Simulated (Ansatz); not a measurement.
# AgO (F-43m): a soft mode frozen in, part 2 of 3

Aim: this structure of AgO (F-43m) is to be tested for unstable modes, and one is followed downhill.

Ansatz 0.2.0; DFT PBEsol, scalar-relativistic, plane waves, PAW; PAW set soft_1.

So far, highest frequency on the path or at a solved wavevector (cm⁻¹): step 2 (phonons on a q mesh) 373. Also lowest frequency on the path (cm⁻¹): step 2 -72.0.

### 5. Energy along the mode, all amplitudes (two of the runs are shown above)

An imaginary frequency means negative curvature, so the energy should fall and then rise again as anharmonic terms take over.

Numbers from this step:

```yaml
depth_at_the_lowest_point_sampled: 6.499 meV/atom
largest_atomic_shift_at_that_point: 0.22 Å
```

Table of energy from the parent by largest atomic shift:

```
largest atomic shift (Å)  energy from the parent (meV/atom)
                   0.000                                  0
                   0.040                             -0.499
                   0.080                              -1.85
                   0.140                              -4.51
                   0.220                              -6.50
                   0.320                              -2.56
                   0.450                               17.2
```

Displacement at unit largest shift by atom:

```
atom  x (Å)  y (Å)  z (Å)  size
 Ag1   0.00   1.00   0.00  1.00
 Ag2   0.00  -1.00   0.00  1.00
 Ag3   0.00   0.00   0.00  0.00
 Ag4   0.00   0.00   0.00  0.00
  O5   0.52   0.00   0.52  0.73
  O6  -0.52   0.00  -0.52  0.73
  O7   0.52   0.00  -0.52  0.73
  O8  -0.52   0.00   0.52  0.73
```

The lowest of the steps tried is at 0.22 Å, 6.50 meV/atom below the parent; the bottom of the well need not coincide with a step.

### 6. Relaxing from the distorted cell

Starting from the lowest point found, all atoms and the cell are let go, so that strain and other modes of the same symmetry can join in.

File input.yaml:

```yaml
crystal:
  lattice:
    - [0.0, 0.0, -4.9499782184]
    - [4.9499782184, 0.0, 0.0]
    - [2.4749891092, -4.9499782184, -2.4749891092]
  atoms:
    - { symbol: Ag, position: [0.77222232, 0.27222232, 0.45555536] }
    - { symbol: Ag, position: [0.22777768, 0.72777768, 0.54444464] }
    - { symbol: Ag, position: [0.5, 0.5, 0.0] }
    - { symbol: Ag, position: [0.0, 0.0, 0.0] }
    - { symbol: O, position: [0.6020929881, 0.6479070119, 0.25] }
    - { symbol: O, position: [0.1479070119, 0.1020929881, 0.25] }
    - { symbol: O, position: [0.3979070119, 0.8979070119, 0.75] }
    - { symbol: O, position: [0.8520929881, 0.3520929881, 0.75] }
kpoints:
  mp_grid: { grid: [8, 8, 8] }
hamiltonian:
  xc: pbesol
  pseudopotentials: { kind: paw, azcp: { folder: soft_1 }, xc_functional: pbe }
scf:
  occupations: { method: methfessel_paxton, width: 0.2 }
output:
  forces: true
  stress: true
  eigenvalues: true
relax:
  adjacent_minimum: "off"
  f_tol: 0.002
  max_steps: 120
  cell: { stress_tol: 0.03 }
```

Started as:

```sh
ansatz run input.yaml --threads 4 --pin off --max-ram 10240MiB --backend cpu --events-out ev --progress --plain --runs-dir out
```

Numbers of over 12 decimals in the logs are rounded to 6 here.

Output:

```text
[...]
Crystal: 8 atoms, lattice volume = 121.286 Å³
Basis set: ecut = 420 eV, 2405 PW (Γ), exchange–correlation on 72×72×90 points (8 copies of the dense FFT grid, shifted against one another)
Bands: 60, of which v1, the nominal top of the filled ones, is band 50 counted from 1 (49 counted from 0)
Symmetry: 8 space group operations
[...]
k-points: 59 of 512 (time reversal used)
[...]
SCF iter   1: F=—  HF=-32321.263287 eV  |F-HF|=—  |Δ(HF+E_count)|=         —  Δρ=7.32e-2  dr2=4.71e0  ethr=3.10e-3  ⟨swp⟩=5.5  Hψ=10944  notcnv=0  defer=24
[...]
SCF iter  10: F=-32320.571650 eV  HF=-32320.571650 eV  |F-HF|=4.43e-9  |Δ(HF+E_count)|=   1.42e-8  S|Δr|=    0.00e0  Δρ=2.58e-6  dr2=6.45e-9  ethr=1.00e-10  ⟨swp⟩=10.0  Hψ=12576  notcnv=0
SCF 1 converged in 10 iterations: F = -32320.571650 eV  dr2 = 6.45e-9
[...]
relax step   1: F+E_penalty+E_count = -32320.57165035 eV  Δ(F+E_penalty+E_count) = +0.000e0 eV  max|allowed force component| = 3.157e-1 eV/Å  Δτ_max = 0.0000 Å  P = -1.845 GPa  Ω = 121.286 Å³  (10 SCF iters, dr2 threshold 1.00e-7 eV, accepted)
Crystal: 8 atoms, lattice volume = 119.289 Å³
Basis set: ecut = 420 eV, 2357 PW (Γ), exchange–correlation on 72×72×90 points (8 copies of the dense FFT grid, shifted against one another)
[...]
iter 1 solved again at ethr=1.33e-5 eV; its pass at ethr=3.10e-3 eV (dr2=1.33e-2 eV) is discarded
[...]
SCF iter   8: F=-32320.607234 eV  HF=-32320.607234 eV  |F-HF|=1.82e-8  |Δ(HF+E_count)|=   2.10e-7  S|Δr|=    0.00e0  Δρ=5.62e-6  dr2=2.93e-8  ethr=8.00e-10  ⟨swp⟩=4.3  Hψ=10481  notcnv=0
SCF 2 converged in 8 iterations: F = -32320.607234 eV  dr2 = 2.93e-8
relax step   2: F+E_penalty+E_count = -32320.60723444 eV  Δ(F+E_penalty+E_count) = -3.558e-2 eV  max|allowed force component| = 3.181e-1 eV/Å  Δτ_max = 0.0256 Å  P = -0.280 GPa  Ω = 119.289 Å³  energy of the carried Pulay correction = +4.066e-3 eV  (8 SCF iters, dr2 threshold 8.00e-7 eV, accepted)
Crystal: 8 atoms, lattice volume = 115.808 Å³
Basis set: ecut = 420 eV, 2245 PW (Γ), exchange–correlation on 72×72×90 points (8 copies of the dense FFT grid, shifted against one another)
[...]
SCF iter   9: F=-32320.686902 eV  HF=-32320.686902 eV  |F-HF|=7.27e-9  |Δ(HF+E_count)|=   1.71e-7  S|Δr|=    0.00e0  Δρ=6.80e-6  dr2=3.58e-8  ethr=8.00e-10  ⟨swp⟩=5.6  Hψ=13550  notcnv=0
SCF 3 converged in 9 iterations: F = -32320.686902 eV  dr2 = 3.58e-8
[...]
relax step   3: F+E_penalty+E_count = -32320.68690194 eV  Δ(F+E_penalty+E_count) = -7.967e-2 eV  max|allowed force component| = 3.545e-1 eV/Å  Δτ_max = 0.1196 Å  P = +1.681 GPa  Ω = 115.808 Å³  energy of the carried Pulay correction = +1.132e-2 eV  (9 SCF iters, dr2 threshold 8.00e-7 eV, accepted)
[... from here on, the SCF cycles and remarks between the steps are left out ...]
relax step   4: F+E_penalty+E_count = -32320.88479125 eV  Δ(F+E_penalty+E_count) = -1.979e-1 eV  max|allowed force component| = 3.937e-1 eV/Å  Δτ_max = 0.1956 Å  P = +1.822 GPa  Ω = 112.531 Å³  energy of the carried Pulay correction = +1.835e-2 eV  (8 SCF iters, dr2 threshold 8.00e-7 eV, accepted)
relax step   5: F+E_penalty+E_count = -32321.08123093 eV  Δ(F+E_penalty+E_count) = -1.964e-1 eV  max|allowed force component| = 3.105e-1 eV/Å  Δτ_max = 0.1959 Å  P = +0.788 GPa  Ω = 109.534 Å³  energy of the carried Pulay correction = +2.495e-2 eV  (9 SCF iters, dr2 threshold 8.00e-7 eV, accepted)
relax step   6: F+E_penalty+E_count = -32320.64631906 eV  Δ(F+E_penalty+E_count) = +4.349e-1 eV  max|allowed force component| = 6.380e-1 eV/Å  Δτ_max = 0.0689 Å  P = -10.310 GPa  Ω = 120.830 Å³  energy of the carried Pulay correction = +9.217e-4 eV  (9 SCF iters, dr2 threshold 8.00e-7 eV, rejected (line search))
relax step   7: F+E_penalty+E_count = -32321.12335370 eV  Δ(F+E_penalty+E_count) = -4.212e-2 eV  max|allowed force component| = 1.279e-1 eV/Å  Δτ_max = 0.0506 Å  P = -0.122 GPa  Ω = 110.479 Å³  energy of the carried Pulay correction = +2.285e-2 eV  (11 SCF iters, accepted)
relax step   8: F+E_penalty+E_count = -32321.13502535 eV  Δ(F+E_penalty+E_count) = -1.167e-2 eV  max|allowed force component| = 4.085e-2 eV/Å  Δτ_max = 0.0287 Å  P = +0.173 GPa  Ω = 109.523 Å³  energy of the carried Pulay correction = +2.497e-2 eV  (8 SCF iters, dr2 threshold 8.00e-7 eV, accepted)
relax step   9: F+E_penalty+E_count = -32321.13295768 eV  Δ(F+E_penalty+E_count) = +2.068e-3 eV  max|allowed force component| = 1.229e-1 eV/Å  Δτ_max = 0.0318 Å  P = -0.178 GPa  Ω = 110.633 Å³  energy of the carried Pulay correction = +2.251e-2 eV  (8 SCF iters, dr2 threshold 1.04e-7 eV, accepted)
relax step  10: F+E_penalty+E_count = -32321.13603660 eV  Δ(F+E_penalty+E_count) = -3.079e-3 eV  max|allowed force component| = 9.143e-3 eV/Å  Δτ_max = 0.0184 Å  P = -0.001 GPa  Ω = 110.291 Å³  energy of the carried Pulay correction = +2.327e-2 eV  (6 SCF iters, dr2 threshold 8.00e-7 eV, accepted)
relax step  11: F+E_penalty+E_count = -32321.13625341 eV  Δ(F+E_penalty+E_count) = -2.168e-4 eV  max|allowed force component| = 3.083e-3 eV/Å  Δτ_max = 0.0033 Å  P = -0.012 GPa  Ω = 110.228 Å³  energy of the carried Pulay correction = +2.341e-2 eV  (6 SCF iters, dr2 threshold 5.22e-9 eV, accepted)
relax step  12: F+E_penalty+E_count = -32321.13627423 eV  Δ(F+E_penalty+E_count) = -2.081e-5 eV  max|allowed force component| = 6.012e-4 eV/Å  Δτ_max = 0.0004 Å  P = +0.006 GPa  Ω = 110.220 Å³  energy of the carried Pulay correction = +2.342e-2 eV  (7 SCF iters, dr2 threshold 5.94e-10 eV, accepted)
relax step  13: F+E_penalty+E_count = -32321.12372095 eV  Δ(F+E_penalty+E_count) = +1.255e-2 eV  max|allowed force component| = 1.214e-3 eV/Å  Δτ_max = 0.0000 Å  P = -0.195 GPa  Ω = 110.220 Å³  stress off target by 2.57e-1 GPa  SCF on the basis re-selected at this cell (its energy is not comparable with the rows above)  (9 SCF iters)
relax step  14: F+E_penalty+E_count = -32321.12447578 eV  Δ(F+E_penalty+E_count) = -7.548e-4 eV  max|allowed force component| = 2.681e-3 eV/Å  Δτ_max = 0.0020 Å  P = +0.066 GPa  Ω = 109.958 Å³  energy of the carried Pulay correction = +5.575e-4 eV  (5 SCF iters, dr2 threshold 1.65e-7 eV, accepted)
relax step  15: F+E_penalty+E_count = -32321.12436065 eV  Δ(F+E_penalty+E_count) = +1.151e-4 eV  max|allowed force component| = 5.915e-4 eV/Å  Δτ_max = 0.0004 Å  P = -0.002 GPa  Ω = 110.021 Å³  energy of the carried Pulay correction = +4.279e-4 eV  (6 SCF iters, dr2 threshold 1.31e-8 eV, accepted)
[...]
SCF iter   1: F=—  HF=-32321.123942 eV  |F-HF|=—  |Δ(HF+E_count)|=         —  Δρ=1.90e-5  dr2=5.79e-8  ethr=1.59e-7  ⟨swp⟩=3.0  Hψ=20004  notcnv=0
eigensolver tolerance schedule: the retry pair's looser diagonalisation over-reported the residual by 2749.84 of it (diagonalisation noise at 0.16 of the residual, at the tolerance the schedule requests for it); recorded, not acted on — ethr = c·dr2/N_el stays at c = 1.0e-1
[...]
SCF iter   2: F=—  HF=-32321.123937 eV  |F-HF|=—  |Δ(HF+E_count)|=   4.32e-6  S|Δr|=    0.00e0  Δρ=3.89e-6  dr2=8.05e-9  ethr=5.79e-11  ⟨swp⟩=2.5  Hψ=5627  notcnv=0
[...]
SCF iter   6: F=-32321.123937 eV  HF=-32321.123937 eV  |F-HF|=2.91e-11  |Δ(HF+E_count)|=    0.00e0  S|Δr|=    0.00e0  Δρ=1.09e-7  dr2=1.25e-11  ethr=1.00e-12  ⟨swp⟩=6.1  Hψ=15337  notcnv=0
SCF 16 converged in 6 iterations: F = -32321.123937 eV  dr2 = 1.25e-11
relax step  16: F+E_penalty+E_count = -32321.12393744 eV  Δ(F+E_penalty+E_count) = +4.232e-4 eV  max|allowed force component| = 6.210e-4 eV/Å  Δτ_max = 0.0000 Å  P = -0.005 GPa  Ω = 110.021 Å³  stress off target by 1.54e-2 GPa  SCF on the basis re-selected at this cell (its energy is not comparable with the rows above)  (6 SCF iters)
[...]
SCF converged after 6 iterations
[...]
Free energy (F): -32321.123937 eV
[...]
Internal energy: -32321.122574 eV  (E = F + TS)
E sigma→0 (E₀):  -32321.123596 eV
Entropy (-TS):   -0.001364 eV (-0.170 meV/atom)
Fermi energy:    11.044289 eV
[...]
--- Forces (eV/Å), atoms counted from 1 ---
  atom   1  Ag     0.00000000    -0.00062097     0.00000000
  atom   2  Ag     0.00000000     0.00062097     0.00000000
  atom   3  Ag     0.00000000    -0.00000000     0.00000000
  atom   4  Ag     0.00000000     0.00000000     0.00000000
  atom   5  O      0.00013236    -0.00005944     0.00013236
  atom   6  O     -0.00013236    -0.00005944    -0.00013236
  atom   7  O      0.00013236     0.00005944    -0.00013236
  atom   8  O     -0.00013236     0.00005944     0.00013236
  max |Σ_I F_I| component: 1.09e-16 eV/Å
--- Stress (GPa, compression-positive) ---
       -0.000016       0.000000       0.000000
        0.000000      -0.015409      -0.000000
        0.000000       0.000000      -0.000016
  P = ⅓ Tr σ = -0.0051 GPa (-0.051 kbar)
--- Band table (eV; the first three rows and the last of 59) ---
  k-point 0: bands = [... 46 lower, 9.6865, 10.0173, 10.5331, 10.8316, 10.8316, 11.1201, 12.4666, 17.5022, ... 6 higher]
  k-point 1: bands = [... 46 lower, 9.8322, 10.0177, 10.5146, 10.8462, 10.8462, 11.1616, 12.5608, 17.1379, ... 6 higher]
  k-point 2: bands = [... 46 lower, 10.1461, 10.1461, 10.5218, 10.9032, 10.9032, 11.2446, 12.8264, 16.3640, ... 6 higher]
  k-point 58: bands = [... 46 lower, 10.1828, 10.7481, 10.7481, 10.8417, 11.0637, 11.4213, 14.3626, 15.7976, ... 6 higher]
--- Relaxed structure (14 steps of the walk, 13 accepted, 2 SCFs on fresh bases) ---
  F+E_penalty+E_count = -32321.12393744 eV   max|allowed force component| = 6.210e-4 eV/Å   (the final SCF, on the basis selected at the relaxed cell)
  cell:  # Å, volume = 110.0212 Å³
    - [0.0, 0, -4.898458]
    - [4.898458, 0, 0.0]
    - [2.449229, -4.585191, -2.449229]
  atoms:
    - { symbol: Ag, position: [0.827532, 0.327532, 0.344937] }
    - { symbol: Ag, position: [0.172468, 0.672468, 0.655063] }
    - { symbol: Ag, position: [0.5, 0.5, -3.449749365193427e-19] }
    - { symbol: Ag, position: [-3.9459930734801814e-19, 8.733889265846844e-19, -3.4497493651934276e-19] }
    - { symbol: O, position: [0.564202, 0.639344, 0.296453] }
    - { symbol: O, position: [0.139344, 0.064202, 0.296453] }
    - { symbol: O, position: [0.435798, 0.935798, 0.703547] }
    - { symbol: O, position: [0.860656, 0.360656, 0.703547] }
```

Run time: 3.1 min. Hardware: 4 threads of Arm Neoverse V1, shared host; peak memory 0.65 GiB.

The steps of the relaxation:

```
step  energy less that of the first step (eV)  largest force component (eV/Å)  pressure (GPa)  volume (Å³)
   1                                   0.0000                          0.3157           -1.85       121.29
   2                                  -0.0356                          0.3181           -0.28       119.29
   3                                  -0.1153                          0.3545            1.68       115.81
   4                                  -0.3131                          0.3937            1.82       112.53
   5                                  -0.5096                          0.3105            0.79       109.53
   6                                  -0.0747                          0.6380          -10.31       120.83
   7                                  -0.5517                          0.1279           -0.12       110.48
   8                                  -0.5634                          0.0408            0.17       109.52
   9                                  -0.5613                          0.1229           -0.18       110.63
  10                                  -0.5644                          0.0091            0.00       110.29
  11                                  -0.5646                          0.0031           -0.01       110.23
  12                                  -0.5646                          0.0006            0.01       110.22
 13*                                  -0.5521                          0.0012           -0.20       110.22
  14                                  -0.5528                          0.0027            0.07       109.96
  15                                  -0.5527                          0.0006            0.00       110.02
 16*                                  -0.5523                          0.0006           -0.01       110.02
```

Relaxation steps marked * repeat the geometry before them on a plane-wave basis chosen anew for their cell, so energy and pressure can jump there. Relaxation step 6 was tried and not accepted.

The run keeps the 8 symmetry operations that it works with, so distortions that break them were not tested.

```
conventional cell, symmetrised  before  after  change
                         a (Å)   4.950  4.898  -1.0 %
                         b (Å)   4.950  4.898  -1.0 %
                         c (Å)   9.900  9.170  -7.4 %
              volume (Å³/atom)   15.16  13.75  -9.3 %
```

The atoms that moved most (Å, as changes of fractional coordinates times the final cell):

```
atom      dx      dy      dz  length
 Ag2   0.000  -0.507   0.000   0.507
 Ag1   0.000   0.507   0.000   0.507
  O7   0.072   0.213  -0.072   0.236
  O8  -0.072   0.213   0.072   0.236
  O5   0.072  -0.213   0.072   0.236
  O6  -0.072  -0.213  -0.072   0.236
```

This step gave:

```yaml
pressure: -0.005147 GPa
volume_per_atom: 13.75 Å³
```

The distorted start has space group I-42m; the relaxation ends in I-42m.

### 7. The new phase in its own primitive cell

The relaxed structure is symmetrised, reduced to its primitive cell and relaxed tightly, as its phonons need.

input.yaml, the sections that differ from step 6:

```yaml
crystal:
  lattice:
    - [-2.449229062, 2.449229062, 4.5851914553]
    - [2.449229062, -2.449229062, 4.5851914553]
    - [2.449229062, 2.449229062, -4.5851914553]
  atoms:
    - { symbol: Ag, position: [0.1724683215, 0.1724683215, 0.0] }
    - { symbol: Ag, position: [0.8275316785, 0.8275316785, 0.0] }
    - { symbol: Ag, position: [0.5, 0.0, 0.5] }
    - { symbol: Ag, position: [0.0, 0.5, 0.5] }
    - { symbol: O, position: [0.8606557438, 0.8606557438, 0.424858109] }
    - { symbol: O, position: [0.4357976349, 0.4357976349, 0.575141891] }
    - { symbol: O, position: [0.1393442562, 0.5642023651, 0.0] }
    - { symbol: O, position: [0.5642023651, 0.1393442562, 0.0] }
kpoints:
  mp_grid: { grid: [10, 10, 10] }
relax:
  adjacent_minimum: "off"
  f_tol: 0.001
  max_steps: 60
  cell: { stress_tol: 0.01 }
# hamiltonian, scf, output: as in step 6
```

Output:

```text
[...]
Crystal: 8 atoms, lattice volume = 110.021 Å³
Basis set: ecut = 420 eV, 2131 PW (Γ), exchange–correlation on 80×80×80 points (8 copies of the dense FFT grid, shifted against one another)
Bands: 60, of which v1, the nominal top of the filled ones, is band 50 counted from 1 (49 counted from 0)
Symmetry: 8 space group operations
[...]
- [2.449310, 2.449310, -4.584712]
  atoms:
    - { symbol: Ag, position: [0.172471, 0.172471, 0] }
    - { symbol: Ag, position: [0.827529, 0.827529, 0] }
    - { symbol: Ag, position: [0.5, 0, 0.5] }
    - { symbol: Ag, position: [0, 0.5, 0.5] }
    - { symbol: O, position: [0.860664, 0.860664, 0.424880] }
    - { symbol: O, position: [0.435784, 0.435784, 0.575120] }
    - { symbol: O, position: [0.139336, 0.564216, 0.0] }
    - { symbol: O, position: [0.564216, 0.139336, 0.0] }
[key lines of the parts left out:]
SCF converged after 7 iterations
Free energy (F): -32321.124099 eV
Fermi energy:    11.044991 eV
P = ⅓ Tr σ = -0.0007 GPa (-0.007 kbar)
```

It took 63 s on 4 threads; peak memory 0.77 GiB.

Little changed from the start: no atom moved by 0.005 Å and no cell edge by 0.1 %.

Numbers from this step:

| Property | Result |
| --- | --- |
| pressure | -7.43e-4 GPa |

The largest force component left is 0.42 meV/Å and the pressure is -0.001 GPa, within the tolerances set. The cell now holds 13.75 Å³/atom.

(Continued in part 3 of 3.)

[Logs are printed without paths, hosts, clocks, repeated set-up lines and the standing remarks that a program may print on its own settings, such as how far it seeks lower states.]

[Hosts, paths, dates, database ids (printed as entryN), source tags and the programs' standing remarks are cut or masked in the printed files.]
